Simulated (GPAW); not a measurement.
# HfO2 (Fm-3m): the O K absorption edge, part 3 of 3

What does one-electron theory with a core hole give for the O K edge of HfO2 (Fm-3m)?

GPAW 26.7.0; X-ray absorption from dipole matrix elements to empty bands, plane-wave PAW PBE.

So far. Step 5 (Spectrum with FCH, O atom 2): The hole costs E(hole) − E(ground) = 528.27 eV, and the lowest empty level of the hole cell on the spectrum's mesh lies at 11.81 eV, which puts the zero at 540.09 eV. One term is added: -8.91 eV, since the hole is spin-paired here and a spin-polarised one costs that much less in the free atom (computed apart). The photon energy is then 531.18 eV. The functional and the charged cell's background leave an error of a few eV in such absolute values.

## 8. Spectrum with FCH, O atom 2

A smaller cell brings the holes closer; here they are 5.1 Å apart.

Changed against the first core-hole run: supercell atoms from 24 to 12; the field's mesh follows (3×3×3 to 4×4×4).

Input file xas.py:

```python
import numpy as np
from ase import Atoms
from ase.parallel import parprint, paropen
from gpaw import GPAW, PW, FermiDirac, Mixer, MixerDif, setup_paths
from gpaw.test import gen
setup_paths.insert(0, '.')
gen('O', name='fch1s', xcname='PBE', corehole=(1, 0, 1), write_xml=True)
from gpaw.mpi import world
world.barrier()

atoms = Atoms('Hf4O8',
    cell=[[0, 0, 5.115],
     [5.115, 0, 0],
     [0, 5.115, 0]],
    scaled_positions=[[0, 0, 0],
     [0, 0.5, 0.5],
     [0.5, 0.5, 0],
     [0.5, 0, 0.5],
     [0.75, 0.75, 0.75],
     [0.75, 0.25, 0.25],
     [0.25, 0.25, 0.75],
     [0.25, 0.75, 0.25],
     [0.25, 0.25, 0.25],
     [0.25, 0.75, 0.75],
     [0.75, 0.75, 0.25],
     [0.75, 0.25, 0.75]],
    pbc=True)
atoms.calc = calc = GPAW(legacy_gpaw=True, mode=PW(500), xc='PBE', setups={4: 'fch1s'},
    kpts={'size': (4, 4, 4), 'gamma': True}, occupations=FermiDirac(0.02),
    charge=0, mixer=Mixer(0.1, 5, 50), maxiter=150,
    convergence={'density': 0.0001}, txt='scf.txt')
energy = atoms.get_potential_energy() + calc.get_reference_energy()
ef = calc.get_fermi_level()
out = dict(energy=energy, fermi=ef, forces=atoms.get_forces().tolist())
parprint(f'all-electron energy {energy:.4f} eV, Fermi level {ef:.4f} eV')
ev = np.array([[calc.get_eigenvalues(k, s) for k in range(len(calc.get_ibz_k_points()))] for s in range(calc.get_number_of_spins())])
out['homo'], out['lumo'], out['counts'] = ev[ev < ef].max(), ev[ev > ef].min(), sorted(set((ev < ef).sum((0, 2)).tolist()))
out['filled'] = (ev[:, 0] < ef).sum(1).tolist()

from ase.units import Ha
from gpaw.xas import dipole_matrix_elements
nb = int(calc.get_number_of_electrons() / 2) + 103
top, nb = nb, nb + 8 + nb // 12
nscf = calc.fixed_density(kpts={'size': (5, 5, 5), 'gamma': True}, nbands=nb,
    convergence={'bands': top, 'eigenstates': 1e-5}, maxiter=60, txt='nscf.txt')
cell = atoms.cell.array
ops = [cell.T @ U.T @ np.linalg.inv(cell.T) for U in nscf.wfs.kd.symmetry.op_scc]
filled = [48]  # bands filled in the ground state, by spin
E = np.arange(-6, 34, 0.1)
fwhm = np.interp(E, [4, 25], [0.9, 3.5])
Y, X, zero, highest = 0, 0, 1e9, 1e9
for spin in range(nscf.get_number_of_spins()):
    wfs = nscf.wfs
    A = dipole_matrix_elements(wfs.setups[4])
    eps = np.zeros((wfs.kd.nibzkpts, nb))
    d = np.zeros((3, A.shape[1], wfs.kd.nibzkpts, nb), complex)
    for kpt in wfs.kpt_u:
        if kpt.s == spin and 4 in kpt.P_ani:
            eps[kpt.k] = kpt.eps_n * Ha
            d[:, :, kpt.k] = (kpt.weight * wfs.nspins / 2) ** 0.5 * np.inner(A, kpt.P_ani[4])
    world.sum(eps)
    world.sum(d)
    T = np.einsum('amkn,bmkn->abkn', d, d.conj()).real
    T = sum(np.einsum('ai,ijkn,bj->abkn', R, T, R) for R in ops) / len(ops)
    empty = np.ones_like(eps, bool) & (np.arange(nb) >= filled[spin])
    zero, highest = min(zero, eps[empty].min()), min(highest, eps[:, top - 1].min())
    lines = [(eps, T, empty)] if spin == 0 else lines + [(eps, T, empty)]
for eps, T, empty in lines:
    f = np.einsum('aakn->akn', T).reshape(3, -1)
    x = eps.ravel() - zero
    w = np.interp(x, E, fwhm) / 2.35482
    g = np.exp(-0.5 * ((E[:, None] - x) / w) ** 2) / (w * (2 * np.pi) ** 0.5)
    Y = Y + (f * empty.ravel()) @ g.T
    X = X + (f * ~empty.ravel()) @ g.T
out.update(E=E.round(2).tolist(), xas=Y.tolist(), xes=X.tolist(), zero=zero, valid=highest - zero, nk=len(eps), nb=nb)
for i in range(0, len(E), 10):
    parprint(f'{E[i]:7.2f}', *(f'{v:10.3e}' for v in Y[:, i]))
import json
with paropen('out.json', 'w') as f:
    json.dump(out, f)
```

The run is started by

```
$ OMP_NUM_THREADS=1 mpirun -n 4 gpaw python xas.py
```

Numbers of over 12 decimals in the logs are rounded to 6 here.

Output:

```text
Input parameters:
  convergence: {density: 0.0001}
  kpts: {gamma: True,
         size: (4, 4, 4)}
  maxiter: 150
  mixer: {backend: pulay,
          beta: 0.1,
          method: separate,
          nmaxold: 5,
          weight: 50}
  mode: {ecut: 500.0,
         name: pw}
  occupations: {fixmagmom: False,
                name: fermi-dirac,
                width: 0.02}
  setups: {4: fch1s}
  xc: PBE

Initialize ...

[...]
*p    :    -0.062351
*d    :     0.000000
--------------------------------

Diagonalizing with gridspacing h=0.050

state   all-electron     PAW
-------------------------------
2s:      -1.608483    -1.609927
2p:      -1.062351    -1.068630
*d:                   -0.061610
*f:                   -0.013338
-------------------------------
all-electron energy -1655452.1931 eV, Fermi level 8.9573 eV
[...]
32.00  4.145e-05  4.145e-05  4.145e-05
  33.00  5.338e-05  5.338e-05  5.338e-05
[key lines of the parts left out:]
Converged after 23 iterations.
Dipole moment: (0.414056, 0.414056, 0.414056) |e|*Ang
Free energy:   -135.712478
Fermi level: 8.95731
```

It took 2.1 min on 4 MPI ranks of Arm Neoverse V1, shared host; peak memory 0.34 GiB; 8.4 min of CPU time.

```csv
E (eV),first run,this run
-2.0,0.00,0.00
-1.0,0.00,0.00
0.0,0.80,0.57
1.0,0.85,1.19
2.0,0.23,0.19
3.0,1.59,1.28
4.0,3.75,3.85
5.0,1.24,1.26
6.0,0.79,0.81
7.0,0.69,0.59
8.0,0.90,0.91
9.0,1.22,1.30
10.0,0.66,0.76
11.0,0.53,0.52
12.0,0.96,0.92
13.0,1.14,1.08
14.0,0.89,0.85
15.0,0.70,0.73
16.0,0.76,0.81
17.0,0.82,0.83
18.0,0.74,0.69
19.0,0.65,0.62
20.0,0.70,0.72
21.0,0.85,0.91
22.0,0.98,1.05
23.0,0.96,0.96
24.0,0.77,0.72
25.0,0.54,0.49
26.0,0.38,0.37
27.0,0.34,0.35
28.0,0.36,0.38
29.0,0.40,0.43
30.0,0.45,0.46
31.0,0.52,0.51
32.0,0.66,0.65
```

Against the first run the r.m.s. difference is 12 %. A shift of +0.2 eV leaves 8 %. The highest intensity below 16 eV goes from 3.9 eV (3.76) to 4.1 eV (3.91).

The photon energy of the zero moves by -0.01 eV.

## 9. Spectrum with FCH, O atom 2

This attempt departs from the first core-hole run: smearing (eV) to 1.5.

Changes to xas.py since step 8:

```diff
@@ -10,21 +10,33 @@
 
-atoms = Atoms('Hf4O8',
-    cell=[[0, 0, 5.115],
-     [5.115, 0, 0],
-     [0, 5.115, 0]],
+atoms = Atoms('Hf8O16',
+    cell=[[0, 5.115, 5.115],
+     [5.115, 0, 5.115],
+     [5.115, 5.115, 0]],
     scaled_positions=[[0, 0, 0],
+     [0, 0, 0.5],
+     [0, 0.5, 0],
+     [0.5, 0, 0],
      [0, 0.5, 0.5],
+     [0.5, 0, 0.5],
      [0.5, 0.5, 0],
-     [0.5, 0, 0.5],
-     [0.75, 0.75, 0.75],
-     [0.75, 0.25, 0.25],
-     [0.25, 0.25, 0.75],
-     [0.25, 0.75, 0.25],
-     [0.25, 0.25, 0.25],
-     [0.25, 0.75, 0.75],
-     [0.75, 0.75, 0.25],
-     [0.75, 0.25, 0.75]],
+     [0.5, 0.5, 0.5],
+     [0.375, 0.375, 0.375],
+     [0.375, 0.375, 0.875],
+     [0.375, 0.875, 0.375],
+     [0.875, 0.375, 0.375],
+     [0.375, 0.875, 0.875],
+     [0.875, 0.375, 0.875],
+     [0.875, 0.875, 0.375],
+     [0.875, 0.875, 0.875],
+     [0.125, 0.125, 0.125],
+     [0.125, 0.125, 0.625],
+     [0.125, 0.625, 0.125],
+     [0.625, 0.125, 0.125],
+     [0.125, 0.625, 0.625],
+     [0.625, 0.125, 0.625],
+     [0.625, 0.625, 0.125],
+     [0.625, 0.625, 0.625]],
     pbc=True)
-atoms.calc = calc = GPAW(legacy_gpaw=True, mode=PW(500), xc='PBE', setups={4: 'fch1s'},
-    kpts={'size': (4, 4, 4), 'gamma': True}, occupations=FermiDirac(0.02),
+atoms.calc = calc = GPAW(legacy_gpaw=True, mode=PW(500), xc='PBE', setups={8: 'fch1s'},
+    kpts={'size': (3, 3, 3), 'gamma': True}, occupations=FermiDirac(1.5),
     charge=0, mixer=Mixer(0.1, 5, 50), maxiter=150,
@@ -41,5 +53,5 @@
 from gpaw.xas import dipole_matrix_elements
-nb = int(calc.get_number_of_electrons() / 2) + 103
+nb = int(calc.get_number_of_electrons() / 2) + 202
 top, nb = nb, nb + 8 + nb // 12
-nscf = calc.fixed_density(kpts={'size': (5, 5, 5), 'gamma': True}, nbands=nb,
+nscf = calc.fixed_density(kpts={'size': (3, 3, 3), 'gamma': True}, nbands=nb,
     convergence={'bands': top, 'eigenstates': 1e-5}, maxiter=60, txt='nscf.txt')
@@ -47,3 +59,3 @@
 ops = [cell.T @ U.T @ np.linalg.inv(cell.T) for U in nscf.wfs.kd.symmetry.op_scc]
-filled = [48]  # bands filled in the ground state, by spin
+filled = [96]  # bands filled in the ground state, by spin
 E = np.arange(-6, 34, 0.1)
@@ -53,3 +65,3 @@
     wfs = nscf.wfs
-    A = dipole_matrix_elements(wfs.setups[4])
+    A = dipole_matrix_elements(wfs.setups[8])
     eps = np.zeros((wfs.kd.nibzkpts, nb))
@@ -57,5 +69,5 @@
     for kpt in wfs.kpt_u:
-        if kpt.s == spin and 4 in kpt.P_ani:
+        if kpt.s == spin and 8 in kpt.P_ani:
             eps[kpt.k] = kpt.eps_n * Ha
-            d[:, :, kpt.k] = (kpt.weight * wfs.nspins / 2) ** 0.5 * np.inner(A, kpt.P_ani[4])
+            d[:, :, kpt.k] = (kpt.weight * wfs.nspins / 2) ** 0.5 * np.inner(A, kpt.P_ani[8])
     world.sum(eps)
```

Output:

```text
Input parameters:
  convergence: {density: 0.0001}
  kpts: {gamma: True,
         size: (3, 3, 3)}
  maxiter: 150
  mixer: {backend: pulay,
          beta: 0.1,
          method: separate,
          nmaxold: 5,
          weight: 50}
  mode: {ecut: 500.0,
         name: pw}
  occupations: {fixmagmom: False,
                name: fermi-dirac,
                width: 1.5}
  setups: {8: fch1s}
  xc: PBE

Initialize ...

[...]
*p    :    -0.062351
*d    :     0.000000
--------------------------------

Diagonalizing with gridspacing h=0.050

state   all-electron     PAW
-------------------------------
2s:      -1.608483    -1.609927
2p:      -1.062351    -1.068630
*d:                   -0.061610
*f:                   -0.013338
-------------------------------
all-electron energy -3311425.2626 eV, Fermi level 9.9436 eV
[...]
32.00  4.173e-05  4.173e-05  4.173e-05
  33.00  5.417e-05  5.417e-05  5.417e-05
[key lines of the parts left out:]
Converged after 139 iterations.
Dipole moment: (-0.056295, -0.056295, -0.056295) |e|*Ang
Free energy:   -260.104817
Fermi level: 9.94362
```

Wall time 13 min (4 MPI ranks); peak memory 0.49 GiB.

The run finished. A setting was moved off its sound value on purpose, so it serves as a test and not as the result.

The fault put into the input: the smearing is far too wide.

This run also has another mesh (3×3×3 against 4×4×4), so part of the 24 % r.m.s. difference comes from the mesh. The highest intensity below 16 eV goes from 3.9 eV (3.76) to 4.3 eV (3.68).

```csv
E (eV),first run,this run
-2.0,0.00,0.00
-0.5,0.09,0.06
1.0,0.85,1.14
2.5,0.64,0.34
4.0,3.75,3.28
5.5,0.91,1.26
7.0,0.69,0.59
8.5,1.18,1.21
10.0,0.66,0.65
11.5,0.72,0.79
13.0,1.14,1.07
14.5,0.76,0.71
16.0,0.76,0.75
17.5,0.80,0.76
19.0,0.65,0.67
20.5,0.77,0.79
22.0,0.98,1.00
23.5,0.88,0.86
25.0,0.54,0.50
26.5,0.35,0.35
28.0,0.36,0.37
29.5,0.43,0.42
31.0,0.52,0.51
```

## 10. What the core hole does

Both curves are counted from their own zero, so only the shift of weight within the empty states shows.

```csv
E (eV),no hole,FCH
-2.0,0.00,0.00
-1.0,0.00,0.00
0.0,0.36,0.80
1.0,1.37,0.85
2.0,0.10,0.23
3.0,0.55,1.59
4.0,1.72,3.75
5.0,2.65,1.24
6.0,1.69,0.79
7.0,0.83,0.69
8.0,0.80,0.90
9.0,1.35,1.22
10.0,0.99,0.66
11.0,0.56,0.53
12.0,0.87,0.96
13.0,1.10,1.14
14.0,0.97,0.89
15.0,0.79,0.70
16.0,0.76,0.76
17.0,0.80,0.82
18.0,0.76,0.74
19.0,0.65,0.65
20.0,0.65,0.70
21.0,0.77,0.85
22.0,0.95,0.98
23.0,1.02,0.96
24.0,0.89,0.77
25.0,0.64,0.54
26.0,0.45,0.38
27.0,0.35,0.34
28.0,0.33,0.36
29.0,0.35,0.40
30.0,0.36,0.45
31.0,0.38,0.52
32.0,0.43,0.66
```

With each curve scaled to its own mean, the area from −2 to 6 eV with the hole is 8.8 against 7.7, and the centre of weight from −1 to 20 eV moves by -0.4 eV (first and strongest maxima below 20 eV: 0.8 eV (1.51), 4.8 eV (2.69) and 9.2 eV (1.37) without the hole, 0.5 eV (1.60), 3.9 eV (3.76) and 8.8 eV (1.24) with it); the shape changes all the same, by 51 % r.m.s.

## 11. Results

```
absorber and edge                               : O K, atom 2 of the ground-state input (counted from 1)
surroundings                                    : 4 Hf at 2.21 Å (tetrahedral, site symmetry -43m)
highest intensity below 16 eV                   : 3.9 eV above the zero, height 3.76
photon energy of the zero, with the added terms : 531.2 eV (raw 540.1 eV; uncertain by a few eV)
```

The O K edge of atom 2, with 4 Hf at 2.21 Å (tetrahedral, site symmetry -43m), has its highest intensity of the first 16 eV at 3.9 eV above the zero, near 535 eV in photon energy (uncertain by a few eV), 3.8 times the mean level of the first 20 eV (Gaussian full width 0.9 eV up to 4 eV, rising linearly to 3.5 eV at 25 eV). With each curve scaled to its own mean, the area from −2 to 6 eV with the hole is 8.8 against 7.7, and the centre of weight from −1 to 20 eV moves by -0.4 eV (first and strongest maxima below 20 eV: 0.8 eV (1.51), 4.8 eV (2.69) and 9.2 eV (1.37) without the hole, 0.5 eV (1.60), 3.9 eV (3.76) and 8.8 eV (1.24) with it); the shape changes all the same, by 51 % r.m.s. Changing the core hole to XCH alters the shape by 10 % r.m.s., a modest effect on the whole. Changing the supercell atoms from 24 to 12 alters the shape by 12 % r.m.s., a modest effect on the whole. The mesh is coarse (0.27 Å⁻¹ between points), so small maxima may be mesh ripples. The structure is a published determination, not relaxed.

[Banner, clock and machine lines of the logs are left out without a mark of their own.]

[Logs are printed without paths, hosts, clocks, repeated set-up lines and the standing remarks that a program may print on its own settings, such as how far it seeks lower states.]

[Hosts, paths, dates, database ids (printed as entryN), source tags and the programs' standing remarks are cut or masked in the printed files.]

[Lists of maxima count a maximum above −3 eV only where it reaches 4 % of the highest in the window and stands out from its surroundings by 2 % of it (1.5 % where it reaches 55 %); shoulders and weaker maxima are passed over, and of the rest the first, up to two pre-edge ones and the few strongest are named.]
